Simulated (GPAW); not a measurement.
# Geometry or basis: what sets the conductance of hydroquinonedithiol between two Au chains, part 2 of 2

How well does hydroquinonedithiol between two Au chains conduct once its atoms have relaxed, and how much do cheaper levels lose?

GPAW 26.7.0; GPAW LCAO, PAW setups; relaxation of the junction within the symmetry of its start, lead ends held (the session's first sound run).

So far, transmission at the Fermi level (one spin): step 3 (GPAW, dzp) 0.102; step 4 (basis szp(dzp)) 0.213.

## 5. Minimal basis

Level of this step: GPAW LCAO, PAW setups; Landauer transmission from Green's functions with principal layers (ASE), zero bias (GPAW).

The minimal basis is the cheapest rung: no second zeta and no polarisation.

Contents of run.py:

```python
import json
import numpy as np
from ase import Atoms
from ase.transport.calculators import TransportCalculator
from gpaw import GPAW, FermiDirac
from gpaw.lcao.tools import get_lcao_hamiltonian
from scipy.linalg import eigh

# The junction with lead layers at both ends, along the third cell vector
device = Atoms(
    ['Au', 'Au', 'Au', 'Au', 'Au', 'Au', 'S', 'H', 'C', 'C', 'H', 'O', 'C', 'C', 'O', 'H', 'C', 'C', 'H', 'S', 'Au', 'Au', 'Au', 'Au', 'Au', 'Au'],
    positions=[
        [6.26870, 4.50000, 1.30000],
        [6.26870, 4.50000, 3.90000],
        [6.26870, 4.50000, 6.50000],
        [6.26870, 4.50000, 9.10000],
        [6.26870, 4.50000, 11.70000],
        [5.44840, 5.23116, 14.07733],
        [4.51458, 5.42481, 16.21397],
        [7.52632, 5.22840, 16.62232],
        [5.55786, 5.27174, 17.58398],
        [6.97248, 5.23375, 17.58080],
        [3.20952, 5.16865, 17.95227],
        [3.50440, 5.15746, 18.91321],
        [4.85783, 5.21009, 18.87768],
        [7.67954, 5.21008, 18.78924],
        [9.03298, 5.15744, 18.75371],
        [9.32785, 5.16866, 19.71465],
        [5.56489, 5.23379, 20.08613],
        [6.97951, 5.27177, 20.08294],
        [5.01105, 5.22847, 21.04461],
        [8.02279, 5.42489, 21.45295],
        [7.08900, 5.23116, 23.58959],
        [6.26870, 4.50000, 25.96692],
        [6.26870, 4.50000, 28.56692],
        [6.26870, 4.50000, 31.16692],
        [6.26870, 4.50000, 33.76692],
        [6.26870, 4.50000, 36.36692]],
    cell=[[12.53741, 0.0, 0.0], [0.0, 9.0, 0.0], [0.0, 0.0, 37.66692]],
    pbc=True)

# One principal layer of the lead: the first 3 atoms of the device
lead = Atoms(
    ['Au', 'Au', 'Au'],
    positions=[
        [6.26870, 4.50000, 1.30000],
        [6.26870, 4.50000, 3.90000],
        [6.26870, 4.50000, 6.50000]],
    cell=[[12.53741, 0.0, 0.0], [0.0, 9.0, 0.0], [0.0, 0.0, 7.8]],
    pbc=True)

settings = dict(mode='lcao', basis='sz(dzp)', xc='PBE', h=0.18,
                occupations=FermiDirac(0.1), maxiter=250,
                mixer=dict(beta=0.1, nmaxold=8, weight=100.0),
                convergence=dict(density=0.0001))
energies = np.arange(-2, 2 + 1e-9, 0.025)
eta = 0.0001
n1, n2 = 1, 1
# k and -k transmit alike, so half of the mesh across the current serves
mesh = [(i, j) for i in range(n1) for j in range(n2) if (i, j) <= (-i % n1, -j % n2)]
weights = np.array([1 if (i, j) == (-i % n1, -j % n2) else 2 for i, j in mesh]) / (n1 * n2)

# [... helper functions left out ...]
fermi_lead = ground_state(lead, (1, 1, 15), 'lead.txt')
fermi_device = ground_state(device, (1, 1, 2), 'device.txt')
# [... loop over the mesh left out, but for ...]
        # Shift the lead onto the potential of the device's first layer
        shift = ((H[:, 0, 0] - H0[:, 0, 0]) / S0[0, 0]).real.mean()
# [...]
kT = 8.617333e-5 * 300
bias = [0.1, 0.2, 0.5, 1.0, 1.5, 2.0]
# [... integrals and printing left out ...]
```

Launch:

```console
$ OMP_NUM_THREADS=1 OPENBLAS_NUM_THREADS=1 python run.py
```

Output:

```text
basis functions: device 116, principal layer 18
Fermi level: lead -4.7446 eV, device -4.5752 eV; lead shifted by -0.0144 eV
largest coupling past the next layer 2.47e-07 eV, largest misfit of the first layer 0.100 eV
  E-E_F (eV)   T (one spin)  channels
    -2.000    1.1063e-01    3.0000
    -1.975    1.1102e-01    3.0000
    -1.950    1.1269e-01    3.0000
[...]
1.975    6.1073e-04    1.0000
     2.000    6.2434e-04    1.0000
conductance at 300 K: 0.37442 G0 a cell; thermopower -63.26 uV/K
current from the zero-bias T(E) at 0.1 V: 2.7464 uA
current from the zero-bias T(E) at 0.2 V: 4.6019 uA
current from the zero-bias T(E) at 0.5 V: 6.4633 uA
current from the zero-bias T(E) at 1.0 V: 8.0926 uA
current from the zero-bias T(E) at 1.5 V: 10.065 uA
current from the zero-bias T(E) at 2.0 V: 18.497 uA
```

Run time: 61 s. Hardware: 1 thread of Arm Neoverse V2, shared host; peak memory 2 GiB.

This step gave:

```
conductance                                             : 0.3744 G₀
largest misfit of the first principal layer             : 0.09994 eV
shift that aligns the lead                              : -0.01442 eV
basis functions of the junction                         : 116
basis functions of a principal layer                    : 18
transmission at the Fermi level (one spin)              : 0.3421
open channels of the lead at the Fermi level (one spin) : 1
```

One spin. Table of transmission, zone mean by energy, zero at the Fermi level:

| energy (eV) | transmission, zone mean |
| --- | --- |
| -2.000 | 0.111 |
| -1.900 | 0.121 |
| -1.800 | 0.180 |
| -1.775 | 0.204 |
| -1.700 | 0.0211 |
| -1.600 | 0.172 |
| -1.500 | 0.395 |
| -1.400 | 0.508 |
| -1.300 | 0.894 |
| -1.200 | 0.0417 |
| -1.100 | 0.418 |
| -1.075 | 0.454 |
| -1.000 | 0.284 |
| -0.900 | 0.934 |
| -0.800 | 0.251 |
| -0.700 | 0.120 |
| -0.600 | 0.0780 |
| -0.500 | 0.0676 |
| -0.400 | 0.0749 |
| -0.300 | 0.103 |
| -0.200 | 0.0807 |
| -0.100 | 0.0793 |
| 0.000 | 0.342 |
| 0.050 | 0.808 |
| 0.100 | 0.128 |
| 0.200 | 0.0157 |
| 0.300 | 0.00424 |
| 0.400 | 0.00146 |
| 0.500 | 5.2e-4 |
| 0.600 | 1.7e-4 |
| 0.700 | 3.8e-5 |
| 0.800 | 9.4e-7 |
| 0.900 | 9.6e-6 |
| 1.000 | 4.1e-5 |
| 1.100 | 8.5e-5 |
| 1.200 | 1.4e-4 |
| 1.300 | 1.9e-4 |
| 1.400 | 2.5e-4 |
| 1.500 | 3.2e-4 |
| 1.600 | 3.8e-4 |
| 1.700 | 4.4e-4 |
| 1.800 | 5.1e-4 |
| 1.900 | 5.7e-4 |
| 2.000 | 6.2e-4 |

The conductance, 0.374 G₀, lies 124 % above that of the dzp run.

## 6. LDA in the dzp basis: xc = "LDA"

Back in the dzp basis, the functional changes from PBE to LDA, to set the spread between functionals beside that between bases.

Changes to run.py since step 5:

```diff
@@ -51,3 +51,3 @@
 
-settings = dict(mode='lcao', basis='sz(dzp)', xc='PBE', h=0.18,
+settings = dict(mode='lcao', basis='dzp', xc='LDA', h=0.18,
                 occupations=FermiDirac(0.1), maxiter=250,
```

Output:

```text
basis functions: device 330, principal layer 45
Fermi level: lead -5.3292 eV, device -4.8211 eV; lead shifted by -0.0115 eV
largest coupling past the next layer 2.28e-07 eV, largest misfit of the first layer 0.086 eV
  E-E_F (eV)   T (one spin)  [channel counts left out]
    -2.000    1.9347e-01
    -1.975    2.1251e-01
    -1.950    2.3015e-01
[...]
1.975    1.0638e-03
     2.000    1.0872e-03
conductance at 300 K: 0.13287 G0 a cell; thermopower -127.5 uV/K
current from the zero-bias T(E) at 0.1 V: 1.1738 uA
current from the zero-bias T(E) at 0.2 V: 2.9963 uA
current from the zero-bias T(E) at 0.5 V: 6.4772 uA
current from the zero-bias T(E) at 1.0 V: 7.5972 uA
current from the zero-bias T(E) at 1.5 V: 8.6159 uA
current from the zero-bias T(E) at 2.0 V: 11.474 uA
```

Elapsed: 72 s, on 1 thread; peak memory 2.1 GiB.

Numbers from this step:

- conductance: 0.1329 G₀
- largest coupling past the next principal layer: 2.28e-7 eV
- largest misfit of the first principal layer: 0.08582 eV
- shift that aligns the lead: -0.01154 eV
- basis functions of the junction: 330
- basis functions of a principal layer: 45
- transmission at the Fermi level (one spin): 0.08278

One spin. Transmission, zone mean against energy, zero at the Fermi level:

energy (eV), transmission, zone mean and a bar:
```
   -2.000      0.193 ######
   -1.950      0.230 #######
   -1.800      0.106 ###
   -1.600      0.391 ############
   -1.400      0.829 #########################
   -1.350      0.995 ##############################
   -1.250      0.989 ##############################
   -1.200      0.655 ####################
   -1.100      0.997 ##############################
   -1.000      0.406 ############
   -0.800      0.086 ###
   -0.600      0.046 #
   -0.400      0.044 #
   -0.200      0.046 #
    0.000      0.083 ##
    0.100      0.943 ############################
    0.200      0.064 ##
    0.400      0.003 
    0.600      0.000 
    0.800      0.000 
    1.000      0.000 
    1.200      0.000 
    1.400      0.000 
    1.600      0.001 
    1.800      0.001 
    2.000      0.001
```

The conductance, 0.133 G₀, lies 20 % below that of the dzp run.

## 7. The structure as built: geometry = "as built"

The dzp basis with PBE on the structure as first built shows what the relaxation was worth.

Changes to run.py since step 6:

```diff
@@ -17,18 +17,18 @@
         [6.26870, 4.50000, 11.70000],
-        [5.44840, 5.23116, 14.07733],
-        [4.51458, 5.42481, 16.21397],
-        [7.52632, 5.22840, 16.62232],
-        [5.55786, 5.27174, 17.58398],
-        [6.97248, 5.23375, 17.58080],
-        [3.20952, 5.16865, 17.95227],
-        [3.50440, 5.15746, 18.91321],
-        [4.85783, 5.21009, 18.87768],
-        [7.67954, 5.21008, 18.78924],
-        [9.03298, 5.15744, 18.75371],
-        [9.32785, 5.16866, 19.71465],
-        [5.56489, 5.23379, 20.08613],
-        [6.97951, 5.27177, 20.08294],
-        [5.01105, 5.22847, 21.04461],
-        [8.02279, 5.42489, 21.45295],
-        [7.08900, 5.23116, 23.58959],
+        [6.26870, 4.50000, 14.30000],
+        [4.81110, 5.22973, 15.99275],
+        [7.64345, 5.23780, 16.76035],
+        [5.63332, 5.22301, 17.57573],
+        [7.02657, 5.22896, 17.65438],
+        [3.25000, 5.25305, 17.81373],
+        [3.52022, 5.23530, 18.75211],
+        [4.88972, 5.22905, 18.76386],
+        [7.64765, 5.22904, 18.90306],
+        [9.01716, 5.23528, 18.91481],
+        [9.28737, 5.25306, 19.85319],
+        [5.51080, 5.22900, 20.01255],
+        [6.90405, 5.22304, 20.09119],
+        [4.89392, 5.23787, 20.90658],
+        [7.72627, 5.22981, 21.67417],
+        [6.26870, 4.50000, 23.36692],
         [6.26870, 4.50000, 25.96692],
@@ -51,3 +51,3 @@
 
-settings = dict(mode='lcao', basis='dzp', xc='LDA', h=0.18,
+settings = dict(mode='lcao', basis='dzp', xc='PBE', h=0.18,
                 occupations=FermiDirac(0.1), maxiter=250,
```

Output:

```text
basis functions: device 330, principal layer 45
Fermi level: lead -4.9640 eV, device -4.5210 eV; lead shifted by -0.0091 eV
largest coupling past the next layer 2.46e-07 eV, largest misfit of the first layer 0.069 eV
  E-E_F (eV)   T (one spin)  [channel counts left out]
    -2.000    1.8964e-02
    -1.975    2.0041e-02
    -1.950    2.1735e-02
[...]
1.975    7.1778e-05
     2.000    6.5855e-05
conductance at 300 K: 0.31947 G0 a cell; thermopower -50.09 uV/K
current from the zero-bias T(E) at 0.1 V: 2.1789 uA
current from the zero-bias T(E) at 0.2 V: 3.2899 uA
current from the zero-bias T(E) at 0.5 V: 4.3583 uA
current from the zero-bias T(E) at 1.0 V: 5.3269 uA
current from the zero-bias T(E) at 1.5 V: 6.5392 uA
current from the zero-bias T(E) at 2.0 V: 19.444 uA
```

Run time: 91 s. Hardware: 1 thread; peak memory 2.1 GiB.

Numbers from this step:

| Quantity | Value |
| --- | --- |
| conductance | 0.3195 G₀ |
| largest coupling past the next principal layer | 2.46e-7 eV |
| largest misfit of the first principal layer | 0.06944 eV |
| shift that aligns the lead | -0.009093 eV |
| transmission at the Fermi level (one spin) | 0.4943 |

The conductance, 0.319 G₀, lies 91 % above that of the dzp run. At -0.1 eV T drops to or jumps from 0.00272 where the lead's channel count changes: a band edge of the lead lies in the thermal window, and enters the average.

## 8. Cost and result by level

Times are for 1 thread of Arm Neoverse V2, shared host. The series side by side:

| no. | run | conductance (G₀) | time | memory (GiB) |
| --- | --- | --- | --- | --- |
| 1 | dzp | 0.1671 | 86 s | 2.1 |
| 2 | szp | 0.3054 | 64 s | 2.1 |
| 3 | sz | 0.3744 | 61 s | 2.0 |
| 4 | dzp LDA | 0.1329 | 72 s | 2.1 |
| 5 | asbuilt | 0.3195 | 91 s | 2.1 |

## 9. The levels side by side

The curves are compared point by point over the common energies.

This step: comparison of transmission and cost over codes, levels and geometry (GPAW 26.7.0).

Ladder, by row:

| step | code | T at the Fermi level (sum over the listed spins) | conductance (G0) | r.m.s. T(E) from the first | wall time (s) | peak memory (GiB) | threads |
| --- | --- | --- | --- | --- | --- | --- | --- |
| dzp | GPAW | 0.1023 | 0.1671 | 0 | 86.15 | 2.09 | 1 |
| szp | GPAW | 0.2129 | 0.3054 | 0.2156 | 63.96 | 2.06 | 1 |
| sz | GPAW | 0.3421 | 0.3744 | 0.2347 | 61.14 | 1.98 | 1 |
| dzp-LDA | GPAW | 0.08278 | 0.1329 | 0.08575 | 72.26 | 2.09 | 1 |
| asbuilt | GPAW | 0.4943 | 0.3195 | 0.2892 | 90.7 | 2.09 | 1 |

Table of transmission, zone mean, sum over the listed spins by energy, zero at the Fermi level:

| energy (eV) | dzp | szp | sz | dzp-LDA | asbuilt |
| --- | --- | --- | --- | --- | --- |
| -2.000 | 0.225 | 0.118 | 0.111 | 0.193 | 0.0190 |
| -1.900 | 0.0491 | 0.167 | 0.121 | 0.0962 | 0.0270 |
| -1.800 | 0.126 | 0.0300 | 0.180 | 0.106 | 0.0575 |
| -1.700 | 0.245 | 0.126 | 0.0211 | 0.219 | 0.165 |
| -1.600 | 0.450 | 0.288 | 0.172 | 0.391 | 0.0786 |
| -1.500 | 0.477 | 0.485 | 0.395 | 0.363 | 0.0639 |
| -1.400 | 0.963 | 0.592 | 0.508 | 0.829 | 0.0950 |
| -1.375 | 0.991 | 0.740 | 0.545 | 0.966 | 0.111 |
| -1.350 | 0.853 | 0.892 | 0.644 | 0.995 | 0.133 |
| -1.300 | 0.977 | 0.997 | 0.894 | 0.753 | 0.216 |
| -1.200 | 0.855 | 0.130 | 0.0417 | 0.655 | 0.410 |
| -1.150 | 0.997 | 0.0106 | 0.0210 | 0.932 | 0.567 |
| -1.100 | 0.993 | 0.332 | 0.418 | 0.997 | 0.829 |
| -1.000 | 0.404 | 0.250 | 0.284 | 0.406 | 0.985 |
| -0.900 | 0.0896 | 0.653 | 0.934 | 0.0684 | 0.763 |
| -0.800 | 0.0780 | 0.154 | 0.251 | 0.0861 | 0.415 |
| -0.700 | 0.0516 | 0.0815 | 0.120 | 0.0599 | 0.0582 |
| -0.600 | 0.0385 | 0.0593 | 0.0780 | 0.0458 | 0.0510 |
| -0.500 | 0.0350 | 0.0545 | 0.0676 | 0.0410 | 0.0437 |
| -0.400 | 0.0394 | 0.0619 | 0.0749 | 0.0444 | 0.0418 |
| -0.300 | 0.0527 | 0.0858 | 0.103 | 0.0564 | 0.0456 |
| -0.200 | 0.0440 | 0.0693 | 0.0807 | 0.0460 | 0.0551 |
| -0.100 | 0.0316 | 0.0820 | 0.0793 | 0.0397 | 0.00272 |
| 0.000 | 0.102 | 0.213 | 0.342 | 0.0828 | 0.494 |
| 0.050 | 0.320 | 0.931 | 0.808 | 0.222 | 0.278 |
| 0.100 | 0.932 | 0.283 | 0.128 | 0.943 | 0.0680 |
| 0.200 | 0.0476 | 0.0270 | 0.0157 | 0.0642 | 0.0177 |
| 0.300 | 0.00951 | 0.00723 | 0.00424 | 0.0113 | 0.00778 |
| 0.400 | 0.00293 | 0.00263 | 0.00146 | 0.00326 | 0.00402 |
| 0.500 | 0.00101 | 0.00106 | 5.2e-4 | 0.00106 | 0.00220 |
| 0.600 | 3.3e-4 | 4.3e-4 | 1.7e-4 | 3.2e-4 | 0.00122 |
| 0.700 | 8.0e-5 | 1.5e-4 | 3.8e-5 | 6.1e-5 | 6.6e-4 |
| 0.800 | 4.4e-6 | 3.6e-5 | 9.4e-7 | 2.7e-7 | 3.3e-4 |
| 0.900 | 9.9e-6 | 1.2e-6 | 9.6e-6 | 2.6e-5 | 1.5e-4 |
| 1.000 | 5.5e-5 | 8.6e-6 | 4.1e-5 | 9.3e-5 | 5.2e-5 |
| 1.100 | 1.2e-4 | 4.1e-5 | 8.5e-5 | 1.8e-4 | 9.1e-6 |
| 1.200 | 2.0e-4 | 8.8e-5 | 1.4e-4 | 2.8e-4 | 2.6e-7 |
| 1.300 | 2.8e-4 | 1.4e-4 | 1.9e-4 | 3.8e-4 | 1.2e-5 |
| 1.400 | 3.7e-4 | 2.1e-4 | 2.5e-4 | 4.8e-4 | 3.3e-5 |
| 1.500 | 4.6e-4 | 2.7e-4 | 3.2e-4 | 5.9e-4 | 5.7e-5 |
| 1.600 | 5.6e-4 | 3.4e-4 | 3.8e-4 | 6.9e-4 | 7.8e-5 |
| 1.700 | 6.5e-4 | 4.1e-4 | 4.4e-4 | 7.9e-4 | 9.2e-5 |
| 1.800 | 7.4e-4 | 4.7e-4 | 5.1e-4 | 8.9e-4 | 9.5e-5 |
| 1.900 | 8.3e-4 | 5.3e-4 | 5.7e-4 | 9.9e-4 | 8.6e-5 |
| 2.000 | 9.2e-4 | 5.8e-4 | 6.2e-4 | 0.00109 | 6.6e-5 |

## 10. Other settings

One more run, with changed settings.

This step: GPAW LCAO, PAW setups; Landauer transmission from Green's functions with principal layers (ASE), zero bias (GPAW 26.7.0).

Changes to run.py since step 7:

```diff
@@ -17,18 +17,18 @@
         [6.26870, 4.50000, 11.70000],
-        [6.26870, 4.50000, 14.30000],
-        [4.81110, 5.22973, 15.99275],
-        [7.64345, 5.23780, 16.76035],
-        [5.63332, 5.22301, 17.57573],
-        [7.02657, 5.22896, 17.65438],
-        [3.25000, 5.25305, 17.81373],
-        [3.52022, 5.23530, 18.75211],
-        [4.88972, 5.22905, 18.76386],
-        [7.64765, 5.22904, 18.90306],
-        [9.01716, 5.23528, 18.91481],
-        [9.28737, 5.25306, 19.85319],
-        [5.51080, 5.22900, 20.01255],
-        [6.90405, 5.22304, 20.09119],
-        [4.89392, 5.23787, 20.90658],
-        [7.72627, 5.22981, 21.67417],
-        [6.26870, 4.50000, 23.36692],
+        [5.44840, 5.23116, 14.07733],
+        [4.51458, 5.42481, 16.21397],
+        [7.52632, 5.22840, 16.62232],
+        [5.55786, 5.27174, 17.58398],
+        [6.97248, 5.23375, 17.58080],
+        [3.20952, 5.16865, 17.95227],
+        [3.50440, 5.15746, 18.91321],
+        [4.85783, 5.21009, 18.87768],
+        [7.67954, 5.21008, 18.78924],
+        [9.03298, 5.15744, 18.75371],
+        [9.32785, 5.16866, 19.71465],
+        [5.56489, 5.23379, 20.08613],
+        [6.97951, 5.27177, 20.08294],
+        [5.01105, 5.22847, 21.04461],
+        [8.02279, 5.42489, 21.45295],
+        [7.08900, 5.23116, 23.58959],
         [6.26870, 4.50000, 25.96692],
@@ -48,3 +48,3 @@
         [6.26870, 4.50000, 6.50000]],
-    cell=[[12.53741, 0.0, 0.0], [0.0, 9.0, 0.0], [0.0, 0.0, 7.8]],
+    cell=[[12.53741, 0.0, 0.0], [0.0, 9.0, 0.0], [0.0, 0.0, 8.97]],
     pbc=True)
@@ -52,3 +52,3 @@
 settings = dict(mode='lcao', basis='dzp', xc='PBE', h=0.18,
-                occupations=FermiDirac(0.1), maxiter=250,
+                occupations=FermiDirac(0.1), maxiter=50,
                 mixer=dict(beta=0.1, nmaxold=8, weight=100.0),
```

Output:

```text
basis functions: device 330, principal layer 45
Fermi level: lead -5.0307 eV, device -4.4856 eV; lead shifted by -0.4926 eV
largest coupling past the next layer 1.40e-15 eV, largest misfit of the first layer 0.390 eV
  E-E_F (eV)   T (one spin)  [channel counts left out]
    -2.000    2.4371e-04
    -1.975    1.5041e-03
    -1.950    1.8936e-02
    -1.925    2.2938e-03
    -1.900    8.2263e-04
    -1.875    2.2548e-04
    -1.850    2.4037e-09
    -1.825    5.0984e-09
    -1.800    2.2629e-06
    -1.775    9.4858e-01
    -1.750    8.7376e-01
    -1.725    2.5607e-01
    -1.700    1.4288e-02
    -1.675    8.0126e-08
    -1.650    4.5968e-09
    -1.625    3.3814e-09
[...]
1.825    3.2192e-03
     1.850    3.8608e-03
     1.875    4.5619e-03
     1.900    5.2964e-03
     1.925    6.0262e-03
     1.950    6.7042e-03
     1.975    7.2796e-03
     2.000    7.7065e-03
conductance at 300 K: 2.1561e-06 G0 a cell; thermopower 987.2 uV/K
current from the zero-bias T(E) at 0.1 V: 2.924e-05 uA
current from the zero-bias T(E) at 0.2 V: 0.00020631 uA
current from the zero-bias T(E) at 0.5 V: 0.058069 uA
current from the zero-bias T(E) at 1.0 V: 0.59659 uA
current from the zero-bias T(E) at 1.5 V: 0.74964 uA
current from the zero-bias T(E) at 2.0 V: 1.2096 uA
```

The job ended after 82 s (1 thread; peak memory 2.1 GiB).

The run finished. A setting was moved off its sound value on purpose, so it serves as a test and not as the result.

The fault put into the input: a lead period that doesn't match its atoms (period = 8.97).

The two runs compared:

| quantity | this run | sound run | difference |
| --- | --- | --- | --- |
| conductance (G₀) | 2.156e-6 | 0.16706 | -0.167 |
| largest coupling past the next principal layer (eV) | 1.404e-15 | 2.460e-7 | -2.5e-7 |
| largest misfit of the first principal layer (eV) | 0.38963 | 0.097200 | 0.292 |
| shift that aligns the lead (eV) | -0.49258 | -0.012083 | -0.480 |
| transmission at the Fermi level (one spin) | 4.052e-10 | 0.10228 | -0.102 |

The two runs differ clearly in the transmission at the Fermi level (one spin): 4.1e-10 against 0.102.

## 11. Summary of results

| Property | Result |
| --- | --- |
| conductance | 0.167 G₀ |
| transmission at the Fermi level, mean of the spins | 0.102 |

What this shows: In the dzp basis the junction conducts 0.167 G₀ at 300 K, with T = 0.102 a spin at the Fermi level; no smaller basis tried comes within 10 % of that conductance. Relaxation moved atoms by up to 1.1 Å and took the conductance from 0.319 to 0.167 G₀, as a ratio about as much as the step from dzp to the minimal basis. The conductance differs from T at the Fermi level because it averages T(E) over the thermal window, about 0.09 eV wide, in which T changes. At the Fermi level one eigenchannel carries the current (0.10). Measured against the first run (dzp), the nearest curve is that of dzp-LDA (r.m.s. 0.086) and the farthest that of asbuilt (0.29). Over the compared runs wall time goes from 61 s (sz) to 91 s (asbuilt), on a shared host. The leads kept an estimated spacing and the cell its length, so the junction may be under some tension or compression. The geometry comes from the orbital basis, which tends to overbind, and kept the symmetry of the start, so a structure of lower symmetry may lie lower. Spin-orbit coupling is left out, which matters for the heavy atoms here. Semilocal functionals put molecular levels too near the Fermi level, so such conductances usually come out too high, and chain electrodes have a sharper density of states than real ones. Energies count from the junction cell's Fermi level; in the run with T = 0.102 there, the aligned lead's own level lies at -0.012 eV, where T interpolates to 0.0851; the finite cell leaves the answer open by at least that much. An evenly spaced straight chain is an idealisation: free chains tend to dimerise, zigzag or, where a band edge lies near the Fermi level, turn magnetic. The currents use the zero-bias T(E) throughout, which holds only while the bias is small against the distance to the nearest feature. Within about eight thermal energies of the Fermi level ln T(E) bends sharply from one computed energy to the next, or the lead's channel count changes, so the thermal averages, above all the thermopower, rest on an interpolation that may be rough.

[Logs are printed without paths, hosts, clocks, repeated set-up lines and the standing remarks that a program may print on its own settings, such as how far it seeks lower states.]

[Hosts, paths, dates, database ids (printed as entryN), source tags and the programs' standing remarks are cut or masked in the printed files.]
